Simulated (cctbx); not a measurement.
**A crystallographic session in cctbx: Na2IrCl6**

Library: cctbx 2025.11. The data are simulated by the first script.

## 1. Simulate the data

run.py:

```python
from cctbx import adptbx, crystal, miller, sgtbx, xray
from cctbx.array_family import flex
from iotbx.shelx import hklf
from scitbx import matrix
import scitbx.random

cs = crystal.symmetry(unit_cell=(9.381, 9.381, 9.381, 90, 90, 90), space_group_symbol='Hall: -F 4 2 3')  # Fm-3m
atoms = [  # label, site, U (iso, or U11 U22 U33 U12 U13 U23 in A^2), occupancy
    ("Ir1", (0, 0, 0), (0.0062, 0.0062, 0.0062, -0.0000, 0.0000, -0.0000), 1),
    ("Cl1", (0, 0, 0.7609), (0.0101, 0.0101, 0.0138, 0.0000, 0.0000, 0.0000), 1),
    ("Na1", (0.25, 0.25, 0.75), (0.0169, 0.0169, 0.0169, -0.0000, 0.0000, 0.0000), 1),
]
xs = xray.structure(crystal_symmetry=cs)
for label, site, u, occ in atoms:
    u = adptbx.u_cif_as_u_star(cs.unit_cell(), u) if isinstance(u, tuple) else u
    xs.add_scatterer(xray.scatterer(label, site=site, u=u, occupancy=occ))
xs.set_inelastic_form_factors(1.54184, "sasaki")
xs.show_summary()
p1 = xs.expand_to_p1()
ms = miller.build_set(p1, anomalous_flag=True, d_min=0.83)
flex.set_random_seed(95219)
scitbx.random.set_random_seed(95219)
ms = ms.select(flex.random_double(ms.size()) < 0.95)
i = ms.structure_factors_from_scatterers(p1, algorithm="direct").f_calc().as_intensity_array().data()
i = i * 70000 / flex.max(i)
sig = flex.sqrt(i + flex.pow2(0.06 * i) + 4 ** 2)
noise = scitbx.random.variate(scitbx.random.normal_distribution())(i.size())
data = ms.array(data=i + sig * noise, sigmas=sig).set_observation_type_xray_intensity()
with open("data.hkl", "w") as f:
    data.export_as_shelx_hklf(f)
print("reflections written:", data.size(), " <I/sigma> = %.1f" % flex.mean(data.data() / data.sigmas()))
for h, a, b in list(data.sort("data"))[:12]:
    print("%4d%4d%4d %9.1f %7.1f" % (h + (a, b)))
```

```console
$ python run.py
```

```text
Number of scatterers: 3
At special positions: 3
Unit cell: (9.381, 9.381, 9.381, 90, 90, 90)
Space group: F m -3 m (No. 225)
reflections written: 5699  <I/sigma> = 3.9
   4   0   0   78468.9  4208.3
  -4   0   0   73265.5  4208.3
   0   0  -4   72940.5  4208.3
   0  -4   0   72787.7  4208.3
   0   4   0   71569.2  4208.3
   0   0   4   67549.7  4208.3
   4   0  -4   51285.0  2845.7
   0  -4   4   49876.4  2845.7
   4   4   0   48948.4  2845.7
   0  -4  -4   48689.7  2845.7
   4  -4   0   47442.2  2845.7
  -4   0  -4   47339.3  2845.7
```

Run time: 0.43 s on 1 thread of Arm Neoverse N1, with other jobs on the host, peak memory 0.07 GiB.

## 2. Symmetry

run.py:

```python
from cctbx import crystal, sgtbx, statistics
from cctbx.array_family import flex
from iotbx.shelx import hklf

p1 = crystal.symmetry(unit_cell=(9.381, 9.381, 9.381, 90, 90, 90), space_group_symbol="P 1")
raw = hklf.reader(file_name="data.hkl").as_miller_arrays(crystal_symmetry=p1, anomalous=True)[0]
print(raw.size(), "reflections to d = %.3f A" % raw.d_min())
isig = raw.data() / raw.sigmas()
print("centring   violations  <I/sigma> of those")
best = "P"
for c in "ABCIRF":
    a = raw.customized_copy(space_group_info=sgtbx.space_group_info("Hall: %s 1" % c)).sys_absent_flags().data()
    m = flex.mean(isig.select(a))
    print("%5s %10d of %5d %8.1f" % (c, (isig.select(a) > 4).count(True), a.count(True), m))
    if (isig.select(a) > 4).count(True) < 0.01 * a.count(True):
        best = c
raw = raw.select(~raw.customized_copy(space_group_info=sgtbx.space_group_info("Hall: %s 1" % best)).sys_absent_flags().data())
isig = raw.data() / raw.sigmas()
rows = []
for s in sgtbx.space_group_symbol_iterator():
    g = sgtbx.space_group(s)
    if g.conventional_centring_type_symbol() != best or not g.is_compatible_unit_cell(p1.unit_cell(), 1e-3, 0.02):
        continue
    rows.append((s, g))
print("Laue class    unique    Rint  (classes that these axes allow; Friedel mates merged)")
rint = {}
for s, g in rows:
    laue = g.build_derived_patterson_group()
    key = laue.type().hall_symbol()
    if key not in rint:
        m = raw.customized_copy(space_group_info=laue.info(), anomalous_flag=False).merge_equivalents()
        rint[key] = m.r_int()
        print("%-14s %6d %7.3f" % (laue.type().lookup_symbol(), m.array().size(), m.r_int()))
floor = min(rint.values())
good = [(s, g) for s, g in rows if rint[g.build_derived_patterson_group().type().hall_symbol()] < 2 * floor + 0.03]
top = max(g.build_derived_patterson_group().order_z() for s, g in good)
print("space group    extra absences  I>4sigma  <I/sigma>")
for s, g in good:
    laue = g.build_derived_patterson_group()
    if laue.order_z() != top:
        continue
    a = raw.customized_copy(space_group_info=g.info()).sys_absent_flags().data()
    a &= ~raw.customized_copy(space_group_info=laue.info()).sys_absent_flags().data()
    bad = (isig.select(a) > 4).count(True)
    if bad <= 0.03 * a.count(True):
        print("%-16s %8d %10d %9s  %s" % (s.universal_hermann_mauguin(), a.count(True), bad, "%.1f" % flex.mean(isig.select(a)) if a.count(True) else "-", "centric" if g.is_centric() else "acentric"))
laue = max(good, key=lambda t: t[1].build_derived_patterson_group().order_z())[1].build_derived_patterson_group()
f = raw.customized_copy(space_group_info=laue.info(), anomalous_flag=False).merge_equivalents().array().eliminate_sys_absent().f_sq_as_f()
f.set_observation_type_xray_amplitude()
bins = max(3, min(8, f.size() // 12))
f.setup_binner(n_bins=bins)
w = statistics.wilson_plot(f, {e: n / laue.order_z() for e, n in {'Ir': 4.0, 'Cl': 24.0, 'Na': 8.0}.items()}, e_statistics=True)
print("Wilson B = %.2f A^2   <|E^2-1|> = %.3f (0.968 centric, 0.736 acentric)   E^2>4: %.1f %%" % (w.wilson_b, w.mean_e_sq_minus_1, w.percent_e_sq_gt_2))
print("shell (A)         n   <I/sigma>")
m = raw.customized_copy(space_group_info=laue.info(), anomalous_flag=False).merge_equivalents().array().eliminate_sys_absent()
for b in m.setup_binner(n_bins=bins).range_used():
    sel = m.binner().selection(b)
    print("%5.2f - %4.2f %6d %8.1f" % (min(m.binner().bin_d_range(b)[0] if m.binner().bin_d_range(b)[0] > 0 else 99, 99), m.binner().bin_d_range(b)[1], sel.count(True), flex.mean((m.data() / m.sigmas()).select(sel))))
```

```console
$ python run.py
```

```text
5699 reflections to d = 0.836 A
centring   violations  <I/sigma> of those
    A          0 of  2877     -0.0
    B          0 of  2871      0.0
    C          0 of  2870     -0.0
    I        689 of  2824      4.0
    R        919 of  3751      3.9
    F          0 of  4309     -0.0
Laue class    unique    Rint  (classes that these axes allow; Friedel mates merged)
F m m m           222   0.045
F m -3             78   0.047
F m -3 m           58   0.048
space group    extra absences  I>4sigma  <I/sigma>
F 4 3 2                 0          0         -  acentric
F -4 3 m                0          0         -  acentric
F m -3 m                0          0         -  centric
Wilson B = 0.81 A^2   <|E^2-1|> = 0.582 (0.968 centric, 0.736 acentric)   E^2>4: 0.0 %
shell (A)         n   <I/sigma>
 5.42 - 1.34     19     60.3
 1.34 - 1.06     15     71.0
 1.06 - 0.93     12     77.5
 0.93 - 0.85     12     78.5
```

Time: 0.48 s.

## 3. Charge flipping

run.py:

```python
import itertools
from cctbx import crystal, maptbx
from cctbx.array_family import flex
from iotbx.shelx import hklf
from smtbx.ab_initio import charge_flipping as cf

cs = crystal.symmetry(unit_cell=(9.381, 9.381, 9.381, 90, 90, 90), space_group_symbol='Hall: -F 4 2 3')  # Fm-3m
raw = hklf.reader(file_name="data.hkl").as_miller_arrays(crystal_symmetry=cs, anomalous=True)[0]
merged = raw.eliminate_sys_absent().merge_equivalents()
fo2 = merged.array().set_observation_type_xray_intensity()
f = fo2.average_bijvoet_mates().f_sq_as_f().resolution_filter(d_min=0.9)
p1 = f.expand_to_p1()
p1.setup_binner_counting_sorted(reflections_per_bin=max(40, p1.size() // 12))
work = p1.array(data=p1.data() / p1.amplitude_quasi_normalisations().data())
flex.set_random_seed(99762)
it = cf.weak_reflection_improved_iterator(delta=None, weak_reflection_fraction=0.2)
it.start(work, phases=flex.random_double(p1.size()) * 6.2832, f_000=0)
it.delta = 1.1 * it.rho_map.sigma()
print("cycle      R  skewness")
for n, st in enumerate(itertools.islice(it, 150)):
    if n % 12 == 0:
        print("%5d %6.3f %8.2f" % (n, st.r1_factor(), st.rho_map.skewness()))
rho = p1.phase_transfer(it.f_calc).fft_map().apply_volume_scaling()
polish = cf.low_density_elimination_iterator(constant_rho_c=rho.sigma())
polish.start(f_obs=p1, phases=it.f_calc, f_000=0)
for _ in range(8):
    next(polish)
print("origin shift          correlation  skewness")
maps = []
for fc, shift, cc in itertools.islice(cf.f_calc_symmetrisations(f, polish.f_calc, 0), 4):
    m = f.phase_transfer(fc).fft_map(symmetry_flags=maptbx.use_space_group_symmetry, resolution_factor=0.25).apply_sigma_scaling()
    maps.append((m.skewness(), cc, m))
    print("%6.3f %6.3f %6.3f %10.3f %9.2f" % (tuple(shift) + (cc, m.skewness())))
skew, cc, m = max((t for t in maps if t[1] > maps[0][1] - 0.04), key=lambda t: t[0])
print("taken: symmetry correlation %.3f, skewness %.2f" % (cc, skew))
peaks = m.peak_search(parameters=maptbx.peak_search_parameters(min_distance_sym_equiv=0.9, max_clusters=8)).all()
sps = cs.special_position_settings(min_distance_sym_equiv=0.5)
print("peak      x       y       z  mult  height/sigma")
for k, (x, h) in enumerate(zip(peaks.sites(), peaks.heights())):
    ss = sps.site_symmetry(x)
    print("Q%-3d %7.4f %7.4f %7.4f %4d %8.1f" % ((k + 1,) + tuple(t % 1 for t in ss.exact_site()) + (ss.multiplicity(), h)))
```

```console
$ python run.py
```

```text
cycle      R  skewness
    0  0.487     0.36
   12  0.355     4.97
   24  0.335     5.11
   36  0.326     5.91
   48  0.308     6.32
   60  0.309     5.80
   72  0.308     5.66
   84  0.325     6.18
   96  0.300     5.93
  108  0.319     6.03
  120  0.313     6.18
  132  0.310     5.80
  144  0.323     5.96
origin shift          correlation  skewness
 0.056  0.180  0.428      0.849      1.10
 0.137  0.413  0.331      0.844      3.52
 0.141  0.164  0.337      0.875     11.84
 0.263  0.790  0.704      0.847      1.56
taken: symmetry correlation 0.875, skewness 11.84
peak      x       y       z  mult  height/sigma
Q1    0.0000  0.0000  0.0000    4     29.4
Q2    0.0000  0.0000  0.2451   24      4.4
Q3    0.2500  0.2500  0.2500    8      3.1
Q4    0.0000  0.0000  0.5000    4      3.0
Q5    0.0000  0.2075  0.2925   48      1.5
Q6    0.1029  0.1029  0.3971   32      1.5
Q7    0.0000  0.0000  0.1259   24      1.2
Q8    0.0000  0.1180  0.1976   96      1.0
```

Time: 2.3 s.

## 4. Refinement (model from the peaks)

run.py:

```python
import math
from cctbx import adptbx, crystal, maptbx, sgtbx, xray
from cctbx.array_family import flex
from cctbx.xray import observations
from iotbx.shelx import hklf
from scitbx.lstbx import normal_eqns_solving
from smtbx import absolute_structure, utils
from smtbx.refinement import constraints, least_squares

cs = crystal.symmetry(unit_cell=(9.381, 9.381, 9.381, 90, 90, 90), space_group_symbol='Hall: -F 4 2 3')  # Fm-3m
atoms = [  # label, site, U (iso, or U11 U22 U33 U12 U13 U23 in A^2), occupancy
    ("Ir1", (0, 0, 0), 0.0200, 1),
    ("Cl1", (0, 0, 0.2451), 0.0200, 1),
    ("Na1", (0.25, 0.25, 0.25), 0.0200, 1),
]
xs = xray.structure(crystal_symmetry=cs)
for label, site, u, occ in atoms:
    u = adptbx.u_cif_as_u_star(cs.unit_cell(), u) if isinstance(u, tuple) else u
    xs.add_scatterer(xray.scatterer(label, site=site, u=u, occupancy=occ))
xs.set_inelastic_form_factors(1.54184, "sasaki")
raw = hklf.reader(file_name="data.hkl").as_miller_arrays(crystal_symmetry=cs, anomalous=True)[0]
merged = raw.eliminate_sys_absent().merge_equivalents()
fo2 = merged.array().set_observation_type_xray_intensity()
print("Rint %.3f, %d unique reflections to %.2f A" % (merged.r_int(), fo2.size(), fo2.d_min()))
for sc in xs.scatterers():
    sc.flags.set_grad_site(True)
    sc.flags.set_grad_u_aniso(sc.flags.use_u_aniso())
    sc.flags.set_grad_u_iso(sc.flags.use_u_iso())
obs = fo2.as_xray_observations()
extra = {}
rep = constraints.reparametrisation(xs, [], utils.connectivity_table(xs), **extra)
ls = least_squares.crystallographic_ls(obs, rep, weighting_scheme=least_squares.mainstream_shelx_weighting(a=0, b=0))
print("cycle     R1     wR2    GooF  max shift (A)")
for cycle in range(6):
    ls.build_up()
    r1, wr2, goof = ls.r1_factor(cutoff_factor=2)[0], ls.wR2(), ls.goof()
    old = xs.sites_cart()
    normal_eqns_solving.levenberg_marquardt_iterations(ls, n_max_iterations=3, tau=0.0001, step_threshold=1e-7)
    big = flex.max((xs.sites_cart() - old).norms())
    print("%4d %7.4f %7.4f %7.3f %9.5f" % (cycle + 1, r1, wr2, goof, big))
    ls.build_up(objective_only=True)
    if abs(ls.wR2() - wr2) < 5e-5 and big < 5e-4:
        break
ls.build_up()
print("final R1 %.4f wR2 %.4f GooF %.3f  parameters %d  data/parameter %.1f" % (ls.r1_factor(cutoff_factor=2)[0], ls.wR2(), ls.goof(), ls.n_parameters, fo2.size() / ls.n_parameters))
cov = ls.covariance_matrix_and_annotations()
su = dict(zip(cov.annotations, (math.sqrt(max(v, 0)) for v in cov.matrix.matrix_packed_u_diagonal())))
a2 = cs.unit_cell().reciprocal_parameters()[0] ** -2
print("atom        x        y        z      Ueq    occ   su(xyz)  su(Uiso or U11)")
for sc in xs.scatterers():
    s = max(su.get(sc.label + k, 0) for k in (".x", ".y", ".z"))
    npd = "" if sc.is_positive_definite_u(cs.unit_cell()) else "  NPD"
    print("%-5s %8.5f %8.5f %8.5f %8.4f %6.3f %8.5f %7.4f%s" % ((sc.label,) + sc.site + (sc.u_iso_or_equiv(cs.unit_cell()), sc.occupancy, s, su.get(sc.label + ".uiso", su.get(sc.label + ".u11", 0) * a2), npd)))
fo = fo2.f_sq_as_f()
fc = fo.structure_factors_from_scatterers(xs, algorithm="direct").f_calc()
diff = fo.f_obs_minus_f_calc(1 / math.sqrt(ls.scale_factor()), fc).average_bijvoet_mates()
m = diff.fft_map(symmetry_flags=maptbx.use_space_group_symmetry, resolution_factor=0.25).apply_volume_scaling()
print("difference map: max %.2f min %.2f rms %.2f" % (m.statistics().max(), m.statistics().min(), m.statistics().sigma()))
peaks = m.peak_search(parameters=maptbx.peak_search_parameters(min_distance_sym_equiv=0.6, max_clusters=5)).all()
near = xs.closest_distances(peaks.sites(), distance_cutoff=4)
sps = cs.special_position_settings(min_distance_sym_equiv=0.5)
for k, (x, h) in enumerate(zip(peaks.sites(), peaks.heights())):
    ss = sps.site_symmetry(x)
    print("Q%-3d %7.4f %7.4f %7.4f %4d %7.2f  %.2f A from %s" % ((k + 1,) + tuple(t % 1 for t in ss.exact_site()) + (ss.multiplicity(), h, near.smallest_distances[k], xs.scatterers()[near.i_seqs[k]].label)))
```

```console
$ python run.py
```

```text
Rint 0.048, 58 unique reflections to 0.85 A
cycle     R1     wR2    GooF  max shift (A)
   1  0.1120  0.3868  29.770   0.05481
   2  0.0102  0.0205   1.576   0.00001
final R1 0.0102 wR2 0.0205 GooF 1.576  parameters 4  data/parameter 14.5
atom        x        y        z      Ueq    occ   su(xyz)  su(Uiso or U11)
Ir1    0.00000  0.00000  0.00000   0.0061  1.000  0.00000  0.0002
Cl1    0.00000  0.00000  0.23926   0.0113  1.000  0.00009  0.0002
Na1    0.25000  0.25000  0.25000   0.0173  1.000  0.00000  0.0006
difference map: max 0.55 min -0.27 rms 0.09
Q1    0.0000  0.0000  0.1791   24    0.58  0.56 A from Cl1
Q2    0.0000  0.0000  0.2975   24    0.38  0.55 A from Cl1
Q3    0.0000  0.0000  0.0798   24    0.26  0.75 A from Ir1
Q4    0.0000  0.0000  0.4125   24    0.20  1.63 A from Cl1
Q5    0.1507  0.2500  0.2500   48    0.19  0.93 A from Na1
```

Time: 0.59 s.

## 5. Refinement (anisotropic displacement)

run.py, as its changes from the last script of this kind:

```diff
@@ -12,3 +12,3 @@
-    ("Ir1", (0, 0, 0), 0.0200, 1),
-    ("Cl1", (0, 0, 0.2451), 0.0200, 1),
-    ("Na1", (0.25, 0.25, 0.25), 0.0200, 1),
+    ("Ir1", (0, 0, 0), 0.0061, 1),
+    ("Cl1", (0, 0, 0.23926), 0.0113, 1),
+    ("Na1", (0.25, 0.25, 0.25), 0.0173, 1),
@@ -20,0 +21 @@
+xs.convert_to_anisotropic()
@@ -34 +35 @@
-for cycle in range(6):
+for cycle in range(8):
@@ -38 +39 @@
-    normal_eqns_solving.levenberg_marquardt_iterations(ls, n_max_iterations=3, tau=0.0001, step_threshold=1e-7)
+    normal_eqns_solving.levenberg_marquardt_iterations(ls, n_max_iterations=3, tau=1e-06, step_threshold=1e-7)
@@ -59 +60 @@
-peaks = m.peak_search(parameters=maptbx.peak_search_parameters(min_distance_sym_equiv=0.6, max_clusters=5)).all()
+peaks = m.peak_search(parameters=maptbx.peak_search_parameters(min_distance_sym_equiv=0.6, max_clusters=6)).all()
```

```console
$ python run.py
```

```text
Rint 0.048, 58 unique reflections to 0.85 A
cycle     R1     wR2    GooF  max shift (A)
   1  0.0102  0.0205   1.591   0.00045
   2  0.0073  0.0122   0.951   0.00000
final R1 0.0073 wR2 0.0122 GooF 0.951  parameters 5  data/parameter 11.6
atom        x        y        z      Ueq    occ   su(xyz)  su(Uiso or U11)
Ir1    0.00000  0.00000  0.00000   0.0062  1.000  0.00000  0.0001
Cl1    0.00000  0.00000  0.23921   0.0115  1.000  0.00006  0.0002
Na1    0.25000  0.25000  0.25000   0.0173  1.000  0.00000  0.0004
difference map: max 0.22 min -0.23 rms 0.07
Q1    0.1466  0.2500  0.2500   48    0.22  0.97 A from Na1
Q2    0.0975  0.0975  0.4025   32    0.19  2.00 A from Cl1
Q3    0.2002  0.2002  0.2002   32    0.16  0.81 A from Na1
Q4    0.0000  0.0000  0.0961   24    0.14  0.90 A from Ir1
Q5    0.0000  0.1918  0.1918   48    0.13  1.85 A from Cl1
Q6    0.0595  0.1895  0.2632  192    0.12  1.88 A from Cl1
```

It took 0.59 s on 1 thread of Arm Neoverse N1, on a shared host, peak memory 0.09 GiB.

[Logs are printed without paths, hosts, clocks, repeated set-up lines and the standing remarks that a program may print on its own settings, such as how far it seeks lower states.]
